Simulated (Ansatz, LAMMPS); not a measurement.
# Structural relaxation of amorphous Si (76 atoms), part 2 of 3

How does amorphous Si (76 atoms) relax, and what do bonds, charges and levels look like afterwards?

Ansatz 0.2.0; Kohn-Sham DFT, PBE, PAW (set soft_2), plane waves.

The cell: 76 Si. The quench rate of 50 K/ps far exceeds what a furnace or splat quench reaches. The network of bonds at the start is that of the classical potential that made the cell. Only the Γ point is sampled, in a cell whose shortest periodic width is 12 Å.

So far. Step 3 (Single point at the start): Neighbours are counted within 2.98 Å (Si-Si).

**4. Cell and atoms relaxed**

The cell is relaxed with the atoms, since the starting lattice needn't suit this functional.

input.yaml

```yaml
crystal:
  lattice:
    - [11.6597, 0.0, 0.0]
    - [0.0, 11.6597, 0.0]
    - [0.0, 0.0, 11.6597]
  atoms:
    [... the 76 atom lines of step 3 ...]
kpoints:
  mp_grid: { grid: [1, 1, 1] }
hamiltonian:
  xc: pbe
scf:
  occupations: { method: gaussian, width: 0.025 }
output:
  forces: true
relax:
  f_tol: 0.05
  max_steps: 200
  cell: {}
```

Started as:

```console
ansatz run input.yaml --threads 4 --pin off --max-ram 8192MiB --backend cpu --events-out ev --progress --plain --runs-dir out
```

Numbers of over 12 decimals in the logs are rounded to 6 here.

Log:

```text
[...]
Crystal: 76 atoms, lattice volume = 1585.120 Å³
Basis set: ecut = 420 eV, 31103 PW (Γ), exchange–correlation on 160×160×160 points (8 copies of the dense FFT grid, shifted against one another)
Bands: 228, of which v1, the nominal top of the filled ones, is band 152 counted from 1 (151 counted from 0)
Symmetry: 1 space group operations
[...]
k-points: 1
[...]
SCF iter   1: F=—  HF=-48300.895081 eV  |F-HF|=—  |Δ(HF+E_count)|=         —  Δρ=4.34e-3  dr2=1.26e0  ethr=1.77e-3  ⟨swp⟩=6.0  Hψ=1059  notcnv=0  defer=34
[...]
SCF iter  11: F=-48300.752135 eV  HF=-48300.752135 eV  |F-HF|=1.28e-8  |Δ(HF+E_count)|=   6.26e-8  Δρ=5.99e-7  dr2=2.35e-8  ethr=3.29e-11  ⟨swp⟩=4.0  Hψ=613  notcnv=0
SCF 1 converged in 11 iterations: F = -48300.752135 eV  dr2 = 2.35e-8
[...]
relax step   1: F+E_penalty+E_count = -48300.75213464 eV  Δ(F+E_penalty+E_count) = +0.000e0 eV  max|allowed force component| = 6.886e-1 eV/Å  Δτ_max = 0.0000 Å  P = -1.022 GPa  Ω = 1585.120 Å³  (11 SCF iters, dr2 threshold 1.00e-7 eV, accepted)
[... from here on, the SCF cycles and remarks between the steps are left out ...]
relax step   2: F+E_penalty+E_count = -48301.77650764 eV  Δ(F+E_penalty+E_count) = -1.024e0 eV  max|allowed force component| = 4.077e-1 eV/Å  Δτ_max = 0.1746 Å  P = -0.398 GPa  Ω = 1568.224 Å³  energy of the carried Pulay correction = +1.966e-3 eV  (6 SCF iters, dr2 threshold 7.60e-6 eV, accepted)
relax step   3: F+E_penalty+E_count = -48302.06792178 eV  Δ(F+E_penalty+E_count) = -2.914e-1 eV  max|allowed force component| = 2.275e-1 eV/Å  Δτ_max = 0.0785 Å  P = +0.039 GPa  Ω = 1558.503 Å³  energy of the carried Pulay correction = +3.106e-3 eV  (8 SCF iters, dr2 threshold 7.60e-6 eV, accepted)
relax step   4: F+E_penalty+E_count = -48302.21581868 eV  Δ(F+E_penalty+E_count) = -1.479e-1 eV  max|allowed force component| = 2.126e-1 eV/Å  Δτ_max = 0.2000 Å  P = -0.013 GPa  Ω = 1560.886 Å³  energy of the carried Pulay correction = +2.826e-3 eV  (8 SCF iters, dr2 threshold 3.23e-6 eV, accepted)
relax step   5: F+E_penalty+E_count = -48302.27432206 eV  Δ(F+E_penalty+E_count) = -5.850e-2 eV  max|allowed force component| = 8.823e-2 eV/Å  Δτ_max = 0.0551 Å  P = +0.016 GPa  Ω = 1559.654 Å³  energy of the carried Pulay correction = +2.971e-3 eV  (7 SCF iters, dr2 threshold 2.83e-6 eV, accepted)
relax step   6: F+E_penalty+E_count = -48302.28968247 eV  Δ(F+E_penalty+E_count) = -1.536e-2 eV  max|allowed force component| = 6.403e-2 eV/Å  Δτ_max = 0.0255 Å  P = +0.009 GPa  Ω = 1559.509 Å³  energy of the carried Pulay correction = +2.988e-3 eV  (8 SCF iters, dr2 threshold 4.86e-7 eV, accepted)
relax step   7: F+E_penalty+E_count = -48302.29834745 eV  Δ(F+E_penalty+E_count) = -8.665e-3 eV  max|allowed force component| = 5.676e-2 eV/Å  Δτ_max = 0.0370 Å  P = -0.001 GPa  Ω = 1559.182 Å³  energy of the carried Pulay correction = +3.026e-3 eV  (8 SCF iters, dr2 threshold 2.56e-7 eV, accepted)
relax step   8: F+E_penalty+E_count = -48302.30668414 eV  Δ(F+E_penalty+E_count) = -8.337e-3 eV  max|allowed force component| = 5.997e-2 eV/Å  Δτ_max = 0.0500 Å  P = -0.003 GPa  Ω = 1558.317 Å³  energy of the carried Pulay correction = +3.128e-3 eV  (9 SCF iters, dr2 threshold 2.01e-7 eV, accepted)
relax step   9: F+E_penalty+E_count = -48302.31421734 eV  Δ(F+E_penalty+E_count) = -7.533e-3 eV  max|allowed force component| = 7.853e-2 eV/Å  Δτ_max = 0.0498 Å  P = -0.002 GPa  Ω = 1556.968 Å³  energy of the carried Pulay correction = +3.287e-3 eV  (8 SCF iters, dr2 threshold 2.25e-7 eV, accepted)
relax step  10: F+E_penalty+E_count = -48302.32138710 eV  Δ(F+E_penalty+E_count) = -7.170e-3 eV  max|allowed force component| = 6.170e-2 eV/Å  Δτ_max = 0.0594 Å  P = -0.001 GPa  Ω = 1555.239 Å³  energy of the carried Pulay correction = +3.491e-3 eV  (8 SCF iters, dr2 threshold 3.85e-7 eV, accepted)
relax step  11: F+E_penalty+E_count = -48302.32513616 eV  Δ(F+E_penalty+E_count) = -3.749e-3 eV  max|allowed force component| = 3.683e-2 eV/Å  Δτ_max = 0.0313 Å  P = -0.003 GPa  Ω = 1554.696 Å³  energy of the carried Pulay correction = +3.555e-3 eV  (7 SCF iters, dr2 threshold 2.38e-7 eV, accepted)
relax step  12: F+E_penalty+E_count = -48302.32202963 eV  Δ(F+E_penalty+E_count) = +3.107e-3 eV  max|allowed force component| = 3.689e-2 eV/Å  Δτ_max = 0.0000 Å  P = -0.007 GPa  Ω = 1554.696 Å³  stress off target by 2.77e-2 GPa  SCF on the basis re-selected at this cell (its energy is not comparable with the rows above)  (7 SCF iters)
basis re-selected at this cell: Δ(F+E_penalty+E_count) = +3.107e-3 eV, ΔP = -0.004 GPa vs the last step (what re-selecting the basis moved, of the pressure what is left beyond the Pulay correction that the steps carried, after the strain that the cell walked since its last selection, [...]
SCF converged after 7 iterations
Free energy (F): -48302.322030 eV
[...]
Internal energy: -48302.322030 eV  (E = F + TS)
E sigma→0 (E₀):  -48302.322030 eV
Fermi energy:    6.053630 eV
[...]
--- Forces (eV/Å), atoms counted from 1 ---
  atom   1  Si    -0.00653939    -0.00108177    -0.00922880
  atom   2  Si     0.00168091     0.01386374     0.00750936
  atom   3  Si     0.01019106     0.01155649     0.00233976
  atom   4  Si     0.00469352    -0.00427104    -0.01817996
  atom   5  Si    -0.00673682    -0.00479845    -0.00371594
  atom   6  Si     0.00134010    -0.00041719    -0.00852238
  atom   7  Si     0.00342658     0.00524060    -0.00074351
  atom   8  Si    -0.00504717     0.00078150    -0.00807002
  atom   9  Si     0.00380725     0.00019414     0.02146069
  atom  10  Si     0.00131132     0.00250998     0.00074199
  atom  11  Si     0.00400657    -0.00966723     0.00446271
  atom  12  Si     0.00309152    -0.00690834    -0.00091760
  atom  13  Si     0.00089620     0.00276806    -0.00732475
  atom  14  Si     0.00037791    -0.00098777     0.00189957
[...]
atom  75  Si    -0.01034114    -0.01545999    -0.00006368
  atom  76  Si     0.00847662     0.00040017     0.00701774
  max |Σ_I F_I| component: 8.15e-7 eV/Å
--- Stress (GPa, compression-positive) ---
       -0.013589       0.007251      -0.008416
        0.007251       0.013186       0.005185
       -0.008416       0.005185      -0.020197
  P = ⅓ Tr σ = -0.0069 GPa (-0.069 kbar)
--- Relaxed structure (11 steps of the walk, 11 accepted, 1 SCFs on fresh bases) ---
  F+E_penalty+E_count = -48302.32202963 eV   max|allowed force component| = 3.689e-2 eV/Å   (the final SCF, on the basis selected at the relaxed cell)
  cell:  # Å, volume = 1554.6963 Å³
    - [11.439338, 0.038583, 0.091869]
    - [0.038583, 11.714053, 0.021618]
    - [0.091869, 0.021618, 11.603029]
  atoms:
    - { symbol: Si, position: [0.863901, 0.884715, 0.231313] }
    - { symbol: Si, position: [0.791478, 0.189926, 0.207530] }
    - { symbol: Si, position: [0.704041, 0.266048, 0.944236] }
    - { symbol: Si, position: [0.987213, 0.375463, 0.387696] }
[...]
- { symbol: Si, position: [0.334738, 0.797713, 0.809274] }
```

The job ended after 56 s (4 threads of Intel Xeon 6975P-C (Granite Rapids), shared host; peak memory 1.4 GiB; 3.3 min of CPU time).

Step by step:

```tsv
step	energy less that of the first step (eV)	largest force component (eV/Å)	pressure (GPa)	volume (Å³)
1	0.0000	0.6886	-1.02	1585.12
2	-1.0244	0.4077	-0.40	1568.22
3	-1.3158	0.2275	0.04	1558.50
4	-1.4637	0.2126	-0.01	1560.89
5	-1.5222	0.0882	0.02	1559.65
6	-1.5375	0.0640	0.01	1559.51
7	-1.5462	0.0568	0.00	1559.18
8	-1.5545	0.0600	0.00	1558.32
9	-1.5621	0.0785	0.00	1556.97
10	-1.5693	0.0617	0.00	1555.24
11	-1.5730	0.0368	0.00	1554.70
12*	-1.5699	0.0369	-0.01	1554.70
```

Relaxation steps marked * repeat the geometry before them on a plane-wave basis chosen anew for their cell, so energy and pressure can jump there.

```tsv
cell as run	before	after	change
a (Å)	11.660	11.440	-1.9 %
b (Å)	11.660	11.714	+0.5 %
c (Å)	11.660	11.603	-0.5 %
α (°)	90.00	89.79	-0.2 %
β (°)	90.00	89.09	-1.0 %
γ (°)	90.00	89.62	-0.4 %
volume (Å³/atom)	20.86	20.46	-1.9 %
```

The atoms that moved most (Å, as changes of fractional coordinates times the final cell):

```tsv
atom	dx	dy	dz	length
Si38	-0.207	0.015	0.306	0.370
Si70	-0.083	0.121	0.292	0.327
Si62	0.051	0.181	0.239	0.304
Si66	0.002	-0.233	-0.151	0.278
Si51	-0.098	0.189	0.172	0.274
Si3	0.231	-0.068	-0.113	0.266
Si17	0.012	0.158	0.195	0.252
Si10	0.211	0.091	0.060	0.237
```

The relaxation changed the energy by -20.7 meV/atom, and atoms moved by 0.16 Å r.m.s., 0.37 Å at most.

**5. Local order after relaxation**

Bonds before and after, by the cutoffs listed below:

```tsv
pair	bonds before	bonds after	mean before (Å)	mean after (Å)	spread before (Å)	spread after (Å)
Si-Si	158	156	2.415	2.398	0.082	0.073
```

Density 2.28 g/cm³, 20.46 Å³ an atom.

Pair distribution function in bins of 0.2 Å:

```tsv
r (Å)	total
2.20	0.21
2.40	5.24
2.60	0.36
2.80	0.03
3.00	0.09
3.20	0.27
3.40	0.85
3.60	1.29
3.80	1.99
4.00	1.71
4.20	1.17
4.40	0.88
4.60	0.76
4.80	0.85
5.00	0.77
5.20	0.79
5.40	0.86
5.60	1.17
```

Bonds by pair of elements; cutoffs follow the first minimum of g(r), held within bounds set by covalent radii, and pairs that aren't listed don't count as bonded:

```tsv
pair A-B	cutoff (Å)	bonds	mean length (Å)	spread (Å)	shortest (Å)	B about A	A about B
Si-Si	2.88	156	2.40	0.073	2.28	4.11	4.11
```

How many atoms have how many bonded neighbours:

```tsv
element	mean	4	5
Si	4.11	68	8
```

Bond angles (no mean is given where the spread exceeds 20°):

```tsv
angle	count	mean (°)	spread (°)
Si-Si-Si	488	108	15.4
```

Bond length by coordination (bonds to H left out):

```tsv
element	coordination	atoms	mean bond length (Å)
Si	4	68	2.39
Si	5	8	2.48
```

Rings of the network by King's shortest-path rule, up to 12 atoms, one path for each pair of neighbours; H, halogens, alkali and alkaline-earth atoms are left out, and the last column divides by all other atoms, bonded or not:

```tsv
ring size (atoms)	rings	per network atom
3	2	0.026
4	7	0.092
5	38	0.5
6	61	0.803
7	39	0.513
8	3	0.039
```

The first peak of g(r) lies near 2.4 Å. Counting bonds as in the table, 89 % of Si atoms have 4 bonded neighbours. The Si-Si-Si angle averages 108° with a spread of 15°. Bonds at Si atoms with 4 neighbours average 2.39 Å, against 2.48 Å at those with 5. Rings of 6 atoms are the most common (41 % of those counted); sizes run from 3 to 8.

[end of part 2 of 3]

[Logs are printed without paths, hosts, clocks, repeated set-up lines and the standing remarks that a program may print on its own settings, such as how far it seeks lower states.]

[Hosts, paths, dates, database ids (printed as entryN), source tags and the programs' standing remarks are cut or masked in the printed files.]
